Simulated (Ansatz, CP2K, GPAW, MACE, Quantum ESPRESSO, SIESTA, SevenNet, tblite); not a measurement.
# SIESTA runs on (5,5) carbon nanotube bundle (80 atoms)

Wanted: SIESTA inputs and outputs for (5,5) carbon nanotube bundle (80 atoms), checked against a plane-wave reference.

Method: the method is named at each step, in SIESTA 5.4.2.

## Step 1: Starting point

The cell holds 80 atoms: 80 C. Cell: a = 10.081 Å, b = 10.081 Å, c = 9.721 Å, α = 90.0°, β = 90.0°, γ = 120.0°. It derives from C (graphene). Graphene sheet (a = 2.46 Å) rolled into a (5,5) tube of diameter 6.78 Å, 4 periods, hexagonal bundle with 3.3 Å between walls; minimised with a classical potential (one cell length free). Then every atom was moved at random, 0.02 Å r.m.s. a Cartesian component. The structure's axis is c.

The yardstick, on the same geometry:

```
method                 : Kohn-Sham DFT, PBE, SSSP efficiency 1.3.0 pseudopotentials, plane waves (Quantum ESPRESSO 7.5); sssp-pbe-1.3.0-efficiency, cutoffs 45/360 Ry, Γ point
r.m.s. force component : 1.375 eV/Å
longest force          : 5.533 eV/Å
pressure               : 11.26 GPa
time                   : 2.1 min on 2 MPI ranks of Arm Neoverse V2, shared host
CPU time               : 4.1 min
```

## Step 2: PBE, DZP, shift 0.01 Ry, mesh 300 Ry

Method: Kohn-Sham DFT, PBE, PseudoDojo 0.4.1 norm-conserving pseudopotentials (converted to PSML), numerical atomic orbitals (DZP), diagonalisation.

The .psml files are PseudoDojo norm-conserving potentials that we converted to this format, checked against plane waves on the same files for H, C, O, Si, Ge and Ca alone.

Input file input.fdf:

```
SystemLabel cell
NumberOfAtoms 80
NumberOfSpecies 1
%block ChemicalSpeciesLabel
  1 6 C
%endblock ChemicalSpeciesLabel
LatticeConstant 1.0 Ang
%block LatticeVectors
  10.08135 0.00000 0.00000
  -5.04067 8.73070 0.00000
  0.00000 0.00000 9.72051
%endblock LatticeVectors
PAO.BasisSize DZP
PAO.EnergyShift 0.01 Ry
XC.Functional GGA
XC.Authors PBE
MeshCutoff 300 Ry
%block kgrid_Monkhorst_Pack
  1 0 0 0.0
  0 1 0 0.0
  0 0 1 0.0
%endblock kgrid_Monkhorst_Pack
SolutionMethod diagon
OccupationFunction FD
ElectronicTemperature 580 K
SCF.Mixer.Method Pulay
SCF.Mixer.Weight 0.05
SCF.Mixer.History 8
SCF.Mix Hamiltonian
MaxSCFIterations 300
SCF.DM.Tolerance 1e-04
SCF.H.Tolerance 1.0e-3 eV
WriteForces T
Write.HirshfeldPop T
Write.VoronoiPop T
Write.DM F
Write.H F
XML.Write F
AtomicCoordinatesFormat Fractional
%block AtomicCoordinatesAndAtomicSpecies
  0.37391 0.08025 0.13124 1
  0.38992 0.15956 0.00617 1
  0.36849 0.28778 0.00402 1
  0.33443 0.33386 0.13202 1
  0.22747 0.38251 0.13332 1
  0.15841 0.38869 0.25639 1
  0.99689 0.33367 0.00830 1
  0.92093 0.28868 0.12918 1
  0.76927 0.16107 0.13421 1
  0.71223 0.08230 0.25481 1
  0.62998 0.92299 0.00937 1
  0.61351 0.84099 0.13037 1
  0.62949 0.71331 0.13126 1
  0.66408 0.66733 0.25777 1
  0.77321 0.61795 0.25815 1
  0.84697 0.61253 0.13530 1
  0.99827 0.66411 0.12996 1
  0.08600 0.71533 0.25459 1
  0.22838 0.83625 0.25747 1
  0.28576 0.91633 0.13038 1
  0.37057 0.07894 0.38316 1
  0.39047 0.15590 0.25546 1
  0.36399 0.28219 0.25598 1
  0.33585 0.33621 0.37992 1
  0.22881 0.38260 0.37799 1
  0.15788 0.38388 0.50617 1
  0.99918 0.33129 0.25817 1
  0.91576 0.28280 0.37914 1
  0.77174 0.15521 0.38228 1
  0.70916 0.07814 0.50575 1
  0.62644 0.91772 0.25846 1
  0.61496 0.84283 0.38236 1
  0.63478 0.71444 0.38019 1
  0.66755 0.66566 0.50495 1
  0.77168 0.61544 0.50484 1
  0.84189 0.61515 0.38143 1
  0.99848 0.66616 0.38067 1
  0.08019 0.71213 0.50835 1
  0.23078 0.84441 0.50714 1
  0.29113 0.92198 0.38465 1
  0.36828 0.07880 0.63031 1
  0.38516 0.15364 0.50857 1
  0.36582 0.28645 0.50828 1
  0.33773 0.33504 0.63071 1
  0.22776 0.38576 0.62972 1
  0.15828 0.38553 0.75646 1
  0.99933 0.33410 0.50732 1
  0.91598 0.28762 0.63256 1
  0.77262 0.16015 0.63006 1
  0.71066 0.08062 0.75700 1
  0.62626 0.91659 0.50655 1
  0.61321 0.84334 0.63050 1
  0.63058 0.71104 0.63244 1
  0.66363 0.66664 0.75750 1
  0.77424 0.61538 0.75777 1
  0.84235 0.61455 0.63102 1
[... 20 atom lines left out ...]
  0.99981 0.66593 0.88432 1
  0.08558 0.71546 0.00604 1
  0.22945 0.84172 0.00859 1
  0.28845 0.91860 0.88235 1
%endblock AtomicCoordinatesAndAtomicSpecies
```

Launch:

```sh
$ OMP_NUM_THREADS=1 mpirun -np 2 siesta < input.fdf > output.txt
```

Output:

```text
Version         : 5.4.2
reinit: System Name:
reinit: System Label: cell
initatom: Reading input for the pseudopotentials and atomic orbitals ----------
Species number:   1 Atomic number:    6 Label: C
Ground state valence configuration (from tables):   2s02  2p02  3d00  4f00
---- Processing specs for species: C
GGA--PBE XC_GGA_X_PBE--XC_GGA_C_PBE pb
C pseudopotential only contains V_ls up to l=1 -- lmxkb reset.
Using PAO.SplitTailNorm
%block ChemicalSpeciesLabel
    1    6 C                       # Species index, atomic number, species label
%endblock ChemicalSpeciesLabel
%block PAO.Basis                 # Define Basis set
C                     2                    # Species label, number of l-shells
 n=2   0   2                         # n, l, Nzeta
   4.484      3.048
   1.000      1.000
 n=2   1   2 P   1                   # n, l, Nzeta, Polarization, NzetaPol
   5.436      3.692
   1.000      1.000
%endblock PAO.Basis
coor:   Atomic-coordinates input format  =     Fractional
siesta: System type = bulk
initatomlists: Number of atoms, orbitals, and projectors:     80  1040   640
siesta: ******************** Simulation parameters ****************************
Total number of electrons:   320.000000
Total ionic charge:   320.000000
 Kpoints in:            1 . Kpoints trimmed:            1
siesta: k-grid: Number of k-points = 1
siesta: k-points from Monkhorst-Pack grid
siesta: k-cutoff (effective) =     4.860 Ang
siesta: k-point supercell and displacements
siesta: k-grid:     1     0     0      0.000
siesta: k-grid:     0     1     0      0.000
siesta: k-grid:     0     0     1      0.000
                     ====================================
                        Single-point calculation
                     ====================================
outcell: Unit cell vectors (Ang):
       10.081350    0.000000    0.000000
       -5.040670    8.730700    0.000000
        0.000000    0.000000    9.720510
outcell: Cell vector modules (Ang)   :   10.081350   10.081343    9.720510
outcell: Cell angles (23,13,12) (deg):     90.0000     90.0000    120.0000
outcell: Cell volume (Ang**3)        :    855.5725
Gamma-point calculation with multiply-connected orbital pairs
Gamma-point calculation with multiply-connected orbital pairs
Folding of H and S implicitly performed
Folding of H and S implicitly performed
new_DM -- step:     1
Initializing Density Matrix...
Attempting to read DM from file... Failed...
DM filled with atomic data:
InitMesh: MESH = 96 x 96 x 108 = 995328
InitMesh: Mesh cutoff (required, used) =   300.000   334.153 Ry
stepf: Fermi-Dirac step function
        iscf     Eharris(eV)        E_KS(eV)     FreeEng(eV)     dDmax    Ef(eV) dHmax(eV)
   scf:    1   -12964.241165   -13064.656244   -13064.656252  1.877398 -5.565388  3.404128
   scf:    2   -13066.681760   -13065.680934   -13065.680943  0.007267 -5.485571  3.078971
   scf:    3   -13072.773066   -13070.586603   -13070.586614  0.088047 -4.638231  1.171325
   scf:    4   -13071.447613   -13071.186159   -13071.186168  0.008017 -4.602179  0.475670
   scf:    5   -13071.118323   -13071.199520   -13071.199530  0.021199 -4.420281  0.307768
   scf:    6   -13071.353129   -13071.303894   -13071.303904  0.007563 -4.478654  0.043058
   scf:    7   -13071.307950   -13071.306548   -13071.306558  0.000728 -4.480636  0.026953
   scf:    8   -13071.304800   -13071.305758   -13071.305768  0.001207 -4.492924  0.022837
   scf:    9   -13071.308109   -13071.307140   -13071.307150  0.001712 -4.489443  0.017575
   scf:   10   -13071.307018   -13071.307111   -13071.307120  0.000969 -4.500005  0.011565
   scf:   11   -13071.307267   -13071.307198   -13071.307208  0.000359 -4.496605  0.002071
   scf:   12   -13071.307208   -13071.307204   -13071.307214  0.000076 -4.496892  0.000670
SCF Convergence by DM+H criterion
max |DM_out - DM_in|         :     0.0000762147
max |H_out - H_in|      (eV) :     0.0006703744
SCF cycle converged after 12 iterations
Using DM_out to compute the final energy and forces
siesta: E_KS(eV) =           -13071.3072
siesta: E_KS - E_eggbox =    -13071.3072
siesta: Atomic forces (eV/Ang):
     1    0.291894   -0.091000   -0.522891
     2    0.570562   -0.587678    0.477211
     3    0.876171    0.109352    1.939008
     4    1.244817   -0.286967   -0.738363
     5   -1.618412    1.130371   -1.487042
     6    0.580809    0.040412    0.198389
     7    0.955101    1.026505   -2.168482
     8   -1.493511   -0.460102    3.456955
     9   -0.250890   -0.315923   -3.307032
    10   -1.147999   -1.238155    1.712801
    11   -0.246004   -2.555592   -2.539684
    12   -1.996521    1.956046    1.692828
    13    0.711821   -1.530099    0.839045
    14    0.501010   -0.852948   -1.841233
    15    0.544661   -0.993955   -0.946851
    16   -5.565664   -0.878222   -2.474195
    17    4.627317    1.501083    0.518921
    18   -3.199007   -4.082448    1.033446
    19    2.304925    4.292023    0.172087
    20    1.666055    0.884869    2.233484
    21    0.536241    1.985646   -0.788459
    22   -0.128777    0.502756    1.066330
    23    1.130351    0.670583    0.006764
    24    2.033469   -1.045932    0.743967
[...]
73    0.160286   -0.719636    2.631374
    74   -1.107273   -0.141944   -2.281990
    75    3.487259   -1.090850    1.206905
    76   -2.706250   -1.196506    3.880466
    77    3.215221    0.876231   -2.576047
    78   -2.114584   -3.020460    0.575810
    79    1.130555    0.560900   -1.950141
    80    0.462207   -1.168480   -0.281819
----------------------------------------
   Tot    0.001490    0.000963    0.002611
----------------------------------------
   Max    5.565664
   Res    1.551920    sqrt( Sum f_i^2 / 3N )
----------------------------------------
   Max    5.565664    constrained
Stress tensor Voigt[x,y,z,yz,xz,xy] (kbar):     -151.83     -170.89     -243.38        1.59       -0.39      -12.78
(Free)E + p*V (eV/cell)   -12970.5420
Target enthalpy (eV/cell)   -13071.3072
siesta: Program's energy decomposition (eV):
siesta: Ebs     =     -4448.586440
siesta: Eions   =     22572.937445
siesta: Ena     =      5914.323621
siesta: Ekin    =      9081.254402
siesta: Enl     =      -467.181962
siesta: DEna    =      -355.222956
siesta: DUscf   =        24.968038
siesta: Ex      =     -4285.674082
siesta: Ec      =      -410.836821
siesta: Exc     =     -4696.510903
siesta: Eharris =    -13071.307208
siesta: Etot    =    -13071.307204
siesta: FreeEng =    -13071.307214
siesta: Final energy (eV):
siesta:  Band Struct. =   -4448.586440
siesta:       Kinetic =    9081.254402
siesta:       Hartree =    6759.996217
siesta:         Exch. =   -4285.674082
siesta:         Corr. =    -410.836821
siesta:   Exch.-corr. =   -4696.510903
siesta:  Ion-electron =  -21904.436667
siesta:       Ion-ion =   -2311.610254
siesta:         Total =  -13071.307204
siesta:         Fermi =      -4.496892
siesta: Stress tensor (static) (eV/Ang**3):
siesta:    -0.094762   -0.007979   -0.000244
siesta:    -0.007980   -0.106660    0.000991
siesta:    -0.000244    0.000991   -0.151904
siesta: Cell volume =        855.572485 Ang**3
siesta: Pressure (static):
siesta:                Solid            Molecule  Units
siesta:           0.00128273          0.00149837  Ry/Bohr**3
siesta:           0.11777514          0.13757387  eV/Ang**3
siesta:         188.69657068        220.41763535  kBar
    Orbital volume contribution        =          30.376182 eV
    (Free)E + p_basis*V_orbitals       =      -13040.931032 eV
    (Free)Eharris+ p_basis*V_orbitals  =      -13040.931036 eV
Hirshfeld Atomic Populations:
Atom #   charge [q] valence [e]  Species
     1    -0.000505    4.000505  C
     2     0.000891    3.999109  C
     3    -0.000339    4.000339  C
     4     0.000533    3.999467  C
     5     0.002063    3.997937  C
     6    -0.003744    4.003744  C
     7    -0.004282    4.004282  C
     8    -0.002927    4.002927  C
     9    -0.002062    4.002062  C
    10    -0.001460    4.001460  C
    11    -0.001517    4.001517  C
    12     0.000524    3.999476  C
    13    -0.001392    4.001392  C
    14     0.002263    3.997737  C
    15     0.005291    3.994709  C
    16    -0.001953    4.001953  C
    17     0.000838    3.999162  C
    18    -0.002813    4.002813  C
    19    -0.001143    4.001143  C
    20     0.004590    3.995410  C
    21    -0.000267    4.000267  C
    22    -0.000362    4.000362  C
    23     0.002939    3.997061  C
    24    -0.002799    4.002799  C
[...]
--------------------
 Total    -0.000026
Voronoi Atomic Populations:
Atom #   charge [q] valence [e]  Species
[...]
73    -0.004128    4.004128  C
    74    -0.000525    4.000525  C
    75     0.007187    3.992813  C
    76    -0.002865    4.002865  C
    77     0.001672    3.998328  C
    78     0.001859    3.998141  C
    79    -0.006470    4.006470  C
    80     0.003727    3.996273  C
--------------------
 Total    -0.000024
```

Wall time 74 s (2 MPI ranks of Arm Neoverse V2, shared host); peak memory 1 GiB.

Banners, paths, timers and routine set-up lines are dropped from the logs unmarked, and long logs keep their key lines alone; longer cuts are marked.

Against the reference:

| Property | Result |
| --- | --- |
| r.m.s. force component | 1.552 eV/Å |
| r.m.s. difference of force components | 237.7 meV/Å |
| longest difference of force vectors | 769.5 meV/Å |
| force difference over r.m.s. force | 17.29 % |
| slope of forces against the reference's | 1.122 |
| correlation of force components | 0.9941 |
| pressure | 18.87 GPa |
| pressure difference | 7.609 GPa |

This run lies far from the reference in forces at the same functional.

Local excerpt of 10 atoms (numbers count through the whole input) about C16, which bears the longest force; x, y, z are measured from there.

| atom | x | y | z | distance (Å) | bonds | Hirshfeld charge (e) | Fx | Fy | Fz (eV/Å) |
| --- | --- | --- | --- | --- | --- | --- | --- | --- | --- |
| C16 | 0.00 | 0.00 | 0.00 | 0.00 | 3 | 0.00 | -5.57 | -0.88 | -2.47 |
| C17 | 1.27 | 0.45 | -0.05 | 1.34 | 3 | 0.00 | 4.63 | 1.50 | 0.52 |
| C15 | -0.77 | 0.05 | 1.19 | 1.42 | 3 | 0.01 | 0.54 | -0.99 | -0.95 |
| C75 | -0.79 | 0.04 | -1.27 | 1.50 | 3 | 0.01 | 3.49 | -1.09 | 1.21 |
| C18 | 1.89 | 0.90 | 1.16 | 2.39 | 3 | 0.00 | -3.20 | -4.08 | 1.03 |
| C36 | -0.06 | 0.02 | 2.39 | 2.39 | 3 | 0.00 | -0.22 | -0.52 | -0.11 |
| C78 | 1.89 | 0.90 | -1.26 | 2.44 | 3 | 0.00 | -2.11 | -3.02 | 0.58 |
| C14 | -2.12 | 0.48 | 1.19 | 2.48 | 3 | 0.00 | 0.50 | -0.85 | -1.84 |
| C74 | -2.11 | 0.47 | -1.23 | 2.49 | 3 | 0.00 | -1.11 | -0.14 | -2.28 |
| C76 | -0.03 | 0.05 | -2.51 | 2.51 | 3 | 0.00 | -2.71 | -1.20 | 3.88 |

Forces lie 17 % from the reference's, at 0.60 times its CPU time.

## Step 3: PBE, SZ, shift 0.01 Ry, mesh 300 Ry

Method: Kohn-Sham DFT, PBE, PseudoDojo 0.4.1 norm-conserving pseudopotentials (converted to PSML), numerical atomic orbitals (SZ), diagonalisation.

input.fdf, as its differences from that of step 2:

```diff
@@ -12,3 +12,3 @@
 %endblock LatticeVectors
-PAO.BasisSize DZP
+PAO.BasisSize SZ
 PAO.EnergyShift 0.01 Ry
```

Launch:

```sh
$ OMP_NUM_THREADS=1 siesta < input.fdf > output.txt
```

Output:

```text
Version         : 5.4.2
reinit: System Name:
reinit: System Label: cell
initatom: Reading input for the pseudopotentials and atomic orbitals ----------
Species number:   1 Atomic number:    6 Label: C
Ground state valence configuration (from tables):   2s02  2p02  3d00  4f00
---- Processing specs for species: C
GGA--PBE XC_GGA_X_PBE--XC_GGA_C_PBE pb
[... lines left out ...]
        iscf     Eharris(eV)        E_KS(eV)     FreeEng(eV)     dDmax    Ef(eV) dHmax(eV)
[... lines left out ...]
SCF Convergence by DM+H criterion
[... lines left out ...]
SCF cycle converged after 12 iterations
[... lines left out ...]
   Max    6.537865
[... lines left out ...]
   Max    6.537865    constrained
Stress tensor Voigt[x,y,z,yz,xz,xy] (kbar):     -317.46     -326.52     -519.78        3.61       -0.90      -16.85
[... lines left out ...]
siesta: FreeEng =    -12950.987992
[... lines left out ...]
siesta:         Fermi =      -5.958484
[... lines left out ...]
siesta:    -0.010519   -0.203797    0.002254
siesta:    -0.000563    0.002254   -0.324419
siesta: Cell volume =        855.572485 Ang**3
siesta: Pressure (static):
siesta:                Solid            Molecule  Units
siesta:           0.00263702          0.00324342  Ry/Bohr**3
siesta:           0.24211980          0.29779745  eV/Ang**3
siesta:         387.91867995        477.12411661  kBar
    Orbital volume contribution        =          15.545715 eV
    (Free)E + p_basis*V_orbitals       =      -12935.442277 eV
    (Free)Eharris+ p_basis*V_orbitals  =      -12935.442277 eV
Hirshfeld Atomic Populations:
Atom #   charge [q] valence [e]  Species
     1     0.001681    3.998319  C
     2     0.001685    3.998315  C
     3    -0.000926    4.000926  C
[...]
--------------------
 Total    -0.000018
Voronoi Atomic Populations:
Atom #   charge [q] valence [e]  Species
[...]
79    -0.007237    4.007237  C
    80     0.008271    3.991729  C
--------------------
 Total    -0.000016
```

It took 34 s on 1 thread; peak memory 0.43 GiB.

Numbers from this run, and their distance from the reference:

```
r.m.s. force component                  : 1.959 eV/Å
r.m.s. difference of force components   : 735.1 meV/Å
longest difference of force vectors     : 2248 meV/Å
force difference over r.m.s. force      : 53.48 %
slope of forces against the reference's : 1.372
correlation of force components         : 0.963
pressure                                : 38.79 GPa
pressure difference                     : 27.53 GPa
```

This is a coarse setting, run to see what it loses.

Against the first run (17 %), the force difference from the reference is 53 %, at 0.23 times the CPU time (on 1 against 2 cores), with 320 basis functions against 1040: the smaller basis costs accuracy.

## Step 4: PBE, SZP, shift 0.01 Ry, mesh 300 Ry

Method: Kohn-Sham DFT, PBE, PseudoDojo 0.4.1 norm-conserving pseudopotentials (converted to PSML), numerical atomic orbitals (SZP), diagonalisation.

input.fdf, as its differences from that of step 3:

```diff
@@ -12,3 +12,3 @@
 %endblock LatticeVectors
-PAO.BasisSize SZ
+PAO.BasisSize SZP
 PAO.EnergyShift 0.01 Ry
```

Output:

```text
Version         : 5.4.2
reinit: System Name:
reinit: System Label: cell
initatom: Reading input for the pseudopotentials and atomic orbitals ----------
Species number:   1 Atomic number:    6 Label: C
Ground state valence configuration (from tables):   2s02  2p02  3d00  4f00
---- Processing specs for species: C
GGA--PBE XC_GGA_X_PBE--XC_GGA_C_PBE pb
C pseudopotential only contains V_ls up to l=1 -- lmxkb reset.
Using PAO.SplitTailNorm
%block ChemicalSpeciesLabel
    1    6 C                       # Species index, atomic number, species label
[... lines left out ...]
stepf: Fermi-Dirac step function
        iscf     Eharris(eV)        E_KS(eV)     FreeEng(eV)     dDmax    Ef(eV) dHmax(eV)
[... lines left out ...]
SCF Convergence by DM+H criterion
[... lines left out ...]
SCF cycle converged after 12 iterations
[... lines left out ...]
   Max    5.947476
[... lines left out ...]
   Max    5.947476    constrained
Stress tensor Voigt[x,y,z,yz,xz,xy] (kbar):     -228.74     -242.21     -379.74        2.56       -0.64      -14.34
[... lines left out ...]
siesta: FreeEng =    -12992.854317
[... lines left out ...]
siesta:       Kinetic =    8567.664260
siesta:       Hartree =    6270.904971
siesta:         Exch. =   -4181.753414
siesta:         Corr. =    -411.883231
siesta:   Exch.-corr. =   -4593.636645
siesta:  Ion-electron =  -20926.176640
siesta:       Ion-ion =   -2311.610254
siesta:         Total =  -12992.854308
siesta:         Fermi =      -5.562427
siesta: Stress tensor (static) (eV/Ang**3):
siesta:    -0.142771   -0.008948   -0.000399
siesta:    -0.008948   -0.151173    0.001599
siesta:    -0.000399    0.001599   -0.237016
siesta: Cell volume =        855.572485 Ang**3
siesta: Pressure (static):
siesta:                Solid            Molecule  Units
siesta:           0.00192762          0.00231441  Ry/Bohr**3
siesta:           0.17698635          0.21249959  eV/Ang**3
siesta:         283.56339946        340.46188546  kBar
    Orbital volume contribution        =          25.501434 eV
    (Free)E + p_basis*V_orbitals       =      -12967.352883 eV
    (Free)Eharris+ p_basis*V_orbitals  =      -12967.352883 eV
Hirshfeld Atomic Populations:
Atom #   charge [q] valence [e]  Species
     1     0.000320    3.999680  C
     2     0.000656    3.999344  C
     3    -0.000603    4.000603  C
[...]
--------------------
 Total    -0.000013
Voronoi Atomic Populations:
Atom #   charge [q] valence [e]  Species
[...]
79    -0.007539    4.007539  C
    80     0.008307    3.991693  C
--------------------
 Total    -0.000011
```

Run time: 1.8 min. Hardware: 1 thread; peak memory 0.74 GiB.

Against the reference:

```yaml
r_m_s_force_component: 1.713 eV/Å
r_m_s_difference_of_force_components: 458.2 meV/Å
longest_difference_of_force_vectors: 1493 meV/Å
force_difference_over_r_m_s_force: 33.33 %
slope_of_forces_against_the_reference_s: 1.221
correlation_of_force_components: 0.9798
pressure: 28.36 GPa
pressure_difference: 17.1 GPa
```

This is a coarse setting, run to see what it loses.

Against the first run (17 %), the force difference from the reference is 33 %, at 0.72 times the CPU time (on 1 against 2 cores), with 720 basis functions against 1040: the smaller basis costs accuracy.

(Part 1 of 2 ends here.)

[Also dropped from logs without a mark: logging warnings of Python, and SIESTA's first energy breakdown and zero terms.]

[Logs are printed without paths, hosts, clocks, repeated set-up lines and the standing remarks that a program may print on its own settings, such as how far it seeks lower states.]

[Hosts, paths, dates, database ids (printed as entryN), source tags and the programs' standing remarks are cut or masked in the printed files.]
